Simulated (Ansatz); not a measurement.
# Ge wire along [110], 58 atoms a period, H-terminated: bands by functional, part 2 of 2

Wanted: the relaxed geometry and the bands of the Ge wire along [110], 58 atoms a period, H-terminated.

Ansatz 0.2.0; DFT PBE, plane waves, PAW; relaxation of a wire's period; PAW set soft_1 (the session's first sound run).

So far. Step 2 (The relaxed wire): The cell's length comes to 4.068 Å with spin left out.

**3. The perfect wire**

This step: DFT PBE, plane waves, PAW; bands of a perfect wire; PAW set soft_1 (Ansatz 0.2.0).

At the relaxed period the bands are computed along the axis; those that cross an energy going forward count the channels that a perfect wire would open there.

The input, input.yaml:

```yaml
crystal:
  lattice:
    - [27.321, 0.0, 0.0]
    - [0.0, 27.676, 0.0]
    - [0.0, 0.0, 4.0678761354]
  atoms:
    - { symbol: Ge, position: [0.210399259, 0.388278545, 0.0] }
    - { symbol: Ge, position: [0.210855745, 0.685573509, 0.0] }
    - { symbol: H, position: [0.233650385, 0.802264958, 0.0] }
    - { symbol: Ge, position: [0.265735739, 0.317645563, 0.0] }
    - { symbol: Ge, position: [0.261408801, 0.462846934, 0.0] }
    - { symbol: Ge, position: [0.421143404, 0.390249978, 0.0] }
    - { symbol: Ge, position: [0.421213694, 0.682874685, 0.0] }
    - { symbol: Ge, position: [0.421612645, 0.829222624, 0.0] }
    - { symbol: H, position: [0.455275568, 0.874605674, 0.0] }
    - { symbol: Ge, position: [0.473677556, 0.316638643, 0.0] }
    - { symbol: Ge, position: [0.474527381, 0.170416001, 0.0] }
    - { symbol: Ge, position: [0.473562909, 0.463767536, 0.0] }
    - { symbol: Ge, position: [0.631549303, 0.390111289, 0.0] }
    - { symbol: Ge, position: [0.631416396, 0.683279618, 0.0] }
    - { symbol: Ge, position: [0.62927684, 0.829505688, 0.0] }
    - { symbol: H, position: [0.662848369, 0.19832143, 0.0] }
    - { symbol: H, position: [0.662607287, 0.875145091, 0.0] }
    - { symbol: Ge, position: [0.682850658, 0.316345313, 0.0] }
    - { symbol: Ge, position: [0.685609498, 0.46278374, 0.0] }
    - { symbol: Ge, position: [0.839708414, 0.378028429, 0.0] }
    - { symbol: Ge, position: [0.839224393, 0.695906708, 0.0] }
    - { symbol: H, position: [0.858609144, 0.325163379, 0.0] }
    - { symbol: H, position: [0.885165013, 0.411391953, 0.0] }
    - { symbol: H, position: [0.141390856, 0.325163379, 0.5] }
    - { symbol: H, position: [0.114834987, 0.411391953, 0.5] }
    - { symbol: H, position: [0.124679243, 0.581852708, 0.5] }
    - { symbol: H, position: [0.124590068, 0.492004195, 0.5] }
    - { symbol: H, position: [0.115322909, 0.662544409, 0.5] }
    - { symbol: H, position: [0.14188616, 0.748774145, 0.5] }
    - { symbol: Ge, position: [0.160291586, 0.378028429, 0.5] }
    - { symbol: Ge, position: [0.158395605, 0.536894954, 0.5] }
    - { symbol: Ge, position: [0.160775607, 0.695906708, 0.5] }
    - { symbol: Ge, position: [0.317149342, 0.316345313, 0.5] }
    - { symbol: Ge, position: [0.31446934, 0.610708709, 0.5] }
    - { symbol: Ge, position: [0.314390502, 0.46278374, 0.5] }
    - { symbol: Ge, position: [0.317715199, 0.757372701, 0.5] }
    - { symbol: H, position: [0.337151631, 0.19832143, 0.5] }
    - { symbol: H, position: [0.337392713, 0.875145091, 0.5] }
    - { symbol: Ge, position: [0.370310684, 0.244152725, 0.5] }
    - { symbol: Ge, position: [0.368450697, 0.390111289, 0.5] }
    - { symbol: Ge, position: [0.366779638, 0.536702797, 0.5] }
    - { symbol: Ge, position: [0.368583604, 0.683279618, 0.5] }
    - { symbol: Ge, position: [0.37072316, 0.829505688, 0.5] }
    - { symbol: Ge, position: [0.526322444, 0.316638643, 0.5] }
    - { symbol: Ge, position: [0.525472619, 0.170416001, 0.5] }
    - { symbol: Ge, position: [0.526422617, 0.609380279, 0.5] }
    - { symbol: Ge, position: [0.526437091, 0.463767536, 0.5] }
    - { symbol: Ge, position: [0.526226512, 0.756217723, 0.5] }
    - { symbol: H, position: [0.544724432, 0.874605674, 0.5] }
    - { symbol: H, position: [0.559108837, 0.124990552, 0.5] }
    - { symbol: Ge, position: [0.578097951, 0.242946138, 0.5] }
    - { symbol: Ge, position: [0.578856596, 0.390249978, 0.5] }
    - { symbol: Ge, position: [0.580146381, 0.536603991, 0.5] }
    - { symbol: Ge, position: [0.578786306, 0.682874685, 0.5] }
    - { symbol: Ge, position: [0.578387355, 0.829222624, 0.5] }
    - { symbol: Ge, position: [0.734264261, 0.317645563, 0.5] }
    - { symbol: Ge, position: [0.738480328, 0.610775219, 0.5] }
    - { symbol: Ge, position: [0.738591199, 0.462846934, 0.5] }
    - { symbol: Ge, position: [0.733681515, 0.756079079, 0.5] }
    - { symbol: H, position: [0.766958014, 0.271478791, 0.5] }
    - { symbol: H, position: [0.766349615, 0.802264958, 0.5] }
    - { symbol: Ge, position: [0.789600741, 0.388278545, 0.5] }
    - { symbol: Ge, position: [0.790368946, 0.53685976, 0.5] }
    - { symbol: Ge, position: [0.789144255, 0.685573509, 0.5] }
    - { symbol: Ge, position: [0.209631054, 0.53685976, 0.0] }
    - { symbol: H, position: [0.233041986, 0.271478791, 0.0] }
    - { symbol: Ge, position: [0.261519672, 0.610775219, 0.0] }
    - { symbol: Ge, position: [0.266318485, 0.756079079, 0.0] }
    - { symbol: Ge, position: [0.421902049, 0.242946138, 0.0] }
    - { symbol: Ge, position: [0.419853619, 0.536603991, 0.0] }
    - { symbol: H, position: [0.440891163, 0.124990552, 0.0] }
    - { symbol: Ge, position: [0.473577383, 0.609380279, 0.0] }
    - { symbol: Ge, position: [0.473773488, 0.756217723, 0.0] }
    - { symbol: Ge, position: [0.629689316, 0.244152725, 0.0] }
    - { symbol: Ge, position: [0.633220362, 0.536702797, 0.0] }
    - { symbol: Ge, position: [0.68553066, 0.610708709, 0.0] }
    - { symbol: Ge, position: [0.682284801, 0.757372701, 0.0] }
    - { symbol: Ge, position: [0.841604395, 0.536894954, 0.0] }
    - { symbol: H, position: [0.875320757, 0.581852708, 0.0] }
    - { symbol: H, position: [0.875409932, 0.492004195, 0.0] }
    - { symbol: H, position: [0.884677091, 0.662544409, 0.0] }
    - { symbol: H, position: [0.85811384, 0.748774145, 0.0] }
kpoints:
  mp_grid: { grid: [1, 1, 20] }
  band_path: { path: ["Γ", Z], npoints: 90 }
scf:
  occupations: { method: fermi_dirac, width: 0.05 }
hamiltonian:
  xc: pbe
  pseudopotentials: { kind: paw, azcp: { folder: soft_1 } }
output:
  dos: { e_range: [-5, 4] }
  write_potential: true
  write_density: true
  volumetric_format: npy
```

Run with:

```
$ ansatz run input.yaml --threads 16 --pin off --max-ram 61440MiB --backend cuda --events-out ev --progress --plain --runs-dir out --max-vram 78GiB
```

Numbers of over 12 decimals in the logs are rounded to 6 here.

Log:

```text
[...]
Crystal: 82 atoms, lattice volume = 3075.868 Å³
Basis set: ecut = 420 eV, 60111 PW (Γ)
Bands: 502, of which v1, the nominal top of the filled ones, is band 418 counted from 1 (417 counted from 0)
Symmetry: 4 space group operations
[...]
k-points: 11 of 20
[...]
SCF iter   1: F=—  HF=-249491.232889 eV  |F-HF|=—  |Δ(HF+E_count)|=         —  Δρ=3.37e-2  dr2=2.91e1  ethr=3.10e-3  ⟨swp⟩=6.0  Hψ=20294  notcnv=0  defer=123
[...]
SCF iter   6: F=—  HF=-249484.762489 eV  |F-HF|=—  |Δ(HF+E_count)|=   1.23e-2  Δρ=6.89e-4  dr2=6.23e-2  ethr=1.48e-5  ⟨swp⟩=2.1  Hψ=5853  notcnv=0  defer=723
[...]
SCF iter  13: F=—  HF=-249484.761767 eV  |F-HF|=—  |Δ(HF+E_count)|=   5.74e-7  Δρ=3.19e-6  dr2=1.42e-6  ethr=2.22e-10  ⟨swp⟩=2.0  Hψ=6081  notcnv=0  defer=698
[...]
SCF iter  15: F=-249484.761767 eV  HF=-249484.761767 eV  |F-HF|=2.47e-9  |Δ(HF+E_count)|=   1.34e-8  Δρ=6.00e-7  dr2=1.55e-8  ethr=1.20e-11  ⟨swp⟩=11.5  Hψ=19822  notcnv=0
SCF 1 converged in 15 iterations: F = -249484.761767 eV  dr2 = 1.55e-8
[...]
NSCF: frozen V_eff on 91 k-points
[...]
SCF converged after 15 iterations
[...]
```

Run time: 80 s. Hardware: 1 × NVIDIA GB200 with 16 threads of Arm Neoverse V2, shared host; peak memory 7.1 GiB.

Reading the cycles: dr2 is the Hartree energy of the density residual (eV), the measure of convergence; HF is the Harris–Foulkes estimate of the energy, which meets the free energy F at convergence.

Numbers from this step:

| Quantity | Value |
| --- | --- |
| band gap | 0.7659 eV |

Electronic bands along the path, in eV, zero at the Fermi level; v1 is the highest filled band, c1 the lowest empty one:

```csv
point,v4,v3,v2,v1,c1,c2,c3,c4
Γ,-0.83,-0.72,-0.48,-0.36,0.40,0.42,0.42,0.55
halfway,-1.34,-1.34,-1.28,-1.07,1.07,1.09,1.30,1.31
Z,-1.81,-1.81,-1.77,-1.77,0.68,0.68,1.09,1.09
```

The gap is 0.766 eV, with spin left out.

On this path the gap is direct, 0.77 eV, with the valence top at Γ and the conduction bottom at Γ.

**4. Another level of theory, cutoff 500 eV, k-mesh 1×1×15**

This step: DFT r2SCAN, plane waves, PAW; bands of a perfect wire at the PBE geometry; PAW set soft_1 (Ansatz 0.2.0).

The atoms stay at the PBE geometry and the functional changes. r2SCAN also reads the kinetic-energy density; it often gives larger moments and wider gaps than PBE, at a higher cost. Against the first PBE run of this kind, the cutoff is 500 eV against 420 and the mesh along the wire has 15 points against 20.

Changes to input.yaml since step 3:

```diff
@@ -89,3 +89,3 @@
 kpoints:
-  mp_grid: { grid: [1, 1, 20] }
+  mp_grid: { grid: [1, 1, 15] }
   band_path: { path: ["Γ", Z], npoints: 90 }
@@ -94,8 +94,3 @@
 hamiltonian:
-  xc: pbe
+  xc: r2scan
   pseudopotentials: { kind: paw, azcp: { folder: soft_1 } }
-output:
-  dos: { e_range: [-5, 4] }
-  write_potential: true
-  write_density: true
-  volumetric_format: npy
```

Log:

```text
[...]
Crystal: 82 atoms, lattice volume = 3075.868 Å³
Basis set: ecut = 500 eV, 78245 PW (Γ), exchange–correlation on 800×864×120 points (64 copies of the dense FFT grid, shifted against one another)
Bands: 502, of which v1, the nominal top of the filled ones, is band 418 counted from 1 (417 counted from 0)
Symmetry: 4 space group operations
[...]
k-points: 8 of 15
[...]
SCF iter   1: F=—  HF=-249947.895718 eV  |F-HF|=—  |Δ(HF+E_count)|=         —  Δρ=3.36e-2  dr2=2.78e1  dr2_τ=2.33e-1  ethr=3.10e-3  ⟨swp⟩=6.0  Hψ=14758  notcnv=0  defer=158
[...]
SCF iter   6: F=—  HF=-249945.636304 eV  |F-HF|=—  |Δ(HF+E_count)|=   1.72e-2  Δρ=5.78e-4  dr2=3.41e-2  dr2_τ=3.20e-4  ethr=6.60e-6  ⟨swp⟩=2.5  Hψ=4440  notcnv=0  defer=535
[...]
SCF iter  12: F=—  HF=-249945.638945 eV  |F-HF|=—  |Δ(HF+E_count)|=   9.22e-7  Δρ=3.80e-6  dr2=1.06e-6  dr2_τ=5.79e-9  ethr=6.53e-10  ⟨swp⟩=2.0  Hψ=4125  notcnv=0  defer=535
[...]
SCF iter  14: F=-249945.638945 eV  HF=-249945.638945 eV  |F-HF|=1.75e-9  |Δ(HF+E_count)|=   3.59e-8  Δρ=7.87e-7  dr2=3.28e-8  dr2_τ=2.60e-10  ethr=1.20e-11  ⟨swp⟩=13.2  Hψ=15469  notcnv=0
SCF 1 converged in 14 iterations: F = -249945.638945 eV  dr2 = 3.28e-8
[...]
the band table was solved once the SCF had ended and its energy, with any forces and stress, was formed, with the checks that follow a solve (15958 applications of the Hamiltonian). They found nothing against the state; the energy, forces and stress were not computed again (output.eigenvalues in the input reference)
[...]
SCF converged after 14 iterations
[...]
```

The job ended after 2 min (1 × NVIDIA GB200 with 16 threads; peak memory 5.3 GiB; 12 min of CPU time).

Numbers from this step:

```yaml
band_gap: 1.043 eV
```

Electronic bands along the path, in eV, zero at the Fermi level; v1 is the highest filled band, c1 the lowest empty one:

```csv
point,v4,v3,v2,v1,c1,c2,c3,c4
Γ,-1.00,-0.89,-0.64,-0.51,0.54,0.55,0.61,0.68
halfway,-1.53,-1.52,-1.46,-1.24,1.22,1.24,1.39,1.40
Z,-2.03,-2.03,-1.98,-1.98,0.82,0.82,1.19,1.19
```

The gap is 1.04 eV, against 0.766 eV under PBE at the relaxed period.

**5. Results**

```yaml
cell_length_pbe: 4.068 Å
gap_pbe: 0.766 eV
gap_r2scan: 1.04 eV
```

**Reading.** Under PBE the cell's length is 4.07 Å, and a gap of 0.77 eV makes it a semiconductor. At the relaxed period the wire is gapped under every functional, from 0.77 eV (PBE) to 1.04 eV (r2SCAN). Weak screening in one dimension makes quasiparticle gaps larger than the semilocal gaps, as a rule.

[Logs are printed without paths, hosts, clocks, repeated set-up lines and the standing remarks that a program may print on its own settings, such as how far it seeks lower states.]

[Hosts, paths, dates, database ids (printed as entryN), source tags and the programs' standing remarks are cut or masked in the printed files.]
